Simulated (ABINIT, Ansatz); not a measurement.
## CsSnI3 (Pm-3m): one start, several treatments of the self-energy

The structure is cubic, space group Pm-3m (No. 221). Conventional cell: a = 6.286 Å, b = 6.286 Å, c = 6.286 Å, α = 90.00°, β = 90.00°, γ = 90.00°. Nearest to Cs lie 12 I at 4.45 Å. Nearest to Sn lie 6 I at 3.14 Å. I has 2 Sn at 3.14 Å and 4 Cs at 4.45 Å nearest. Farther neighbours, and contacts between anions beyond the nearest, are not listed.

```xyz
5
Lattice="6.2862 0.0000 0.0000 0.0000 6.2862 0.0000 0.0000 0.0000 6.2862" Properties=species:S:1:pos:R:3 pbc="T T T"
Cs    3.1431    3.1431    3.1431
Sn    0.0000    0.0000    0.0000
I     3.1431    0.0000    0.0000
I     0.0000    0.0000    3.1431
I     0.0000    3.1431    0.0000
```

```yaml
method: RPA screening on PBE, plane waves, norm-conserving pseudopotentials (and 3 further levels or steps)
program: ABINIT 10.8.3
settings: cutoff 38 Ha, PseudoDojo scalar-relativistic 0.4 stringent, norm-conserving, potential set dojo-sr-pbe-0.4-stringent, ngkpt (2, 2, 2), nband 179, ecuteps 5.2 Ha, inclvkb 2, shiftk (0, 0, 0), symchi 1, awtr 1, frequency ppm, 2×2×2 k-mesh
notes: The program’s warnings: nproc spkpt=  >= nkpt= * nsppol=. The cell and positions are those that the Materials Project relaxed with its own functionals (PBE, PBE+U or r2SCAN), kept fixed. Limits: screening runs away on this mesh; no spin-orbit coupling. The 2×2×2 mesh is coarse for this cell, which bears on the long-range parts of exchange and screening. For the PBE start: On this mesh the RPA ε∞ passes 90, more than nearly any semiconductor shows; a coarse mesh does this where one point with a narrow direct gap carries much weight. The screening is then too strong, and the G0W0 gap should not be taken as the material’s.
g0w0_godby_needs_plasmon_pole: 0.890 eV
g0w0_engel_farid_plasmon_pole: 0.919 eV
g0w0_hybertsen_louie_plasmon_pole: 0.768 eV
one_shot_hartree_fock: 5.533 eV
known_limits: short of the basis limit; screening runs away on this mesh; no spin-orbit coupling; coarse k mesh
```

G0W0, Engel-Farid plasmon pole: +0.029 eV against G0W0, Godby-Needs plasmon pole. G0W0, Hybertsen-Louie plasmon pole: −0.122 eV against G0W0, Godby-Needs plasmon pole.

[Long decimals in the printed logs are rounded to 6 places.]

[Logs are printed without paths, hosts, clocks, repeated set-up lines and the standing remarks that a program may print on its own settings, such as how far it seeks lower states.]

[Paths, hosts, dates, memory and timing lines, banners, echoed tables and standing remarks are left out of the program output; an Ansatz launch command may be rebuilt from the run's recorded settings. Measured values are a selection of at most five: reports struck by readers or far from the other reports are left out. None is set beside runs whose start may be inverted or whose files or cutoffs have a known fault.]

[Runs of the session that timed out or met a known fault of the program may be left out.]

[Hosts, paths, dates, database ids (printed as entryN), source tags and the programs' standing remarks are cut or masked in the printed files.]

[G0W0 gaps are taken among the corrected bands and points alone; a level outside them can change the order at an edge.]

[Where Ansatz stands beside ABINIT at settings called matched, ABINIT's density can come from a denser mesh and the files from another edition; pairs whose starting gaps differed by over 0.03 eV were left out, so agreement reads better than it is.]
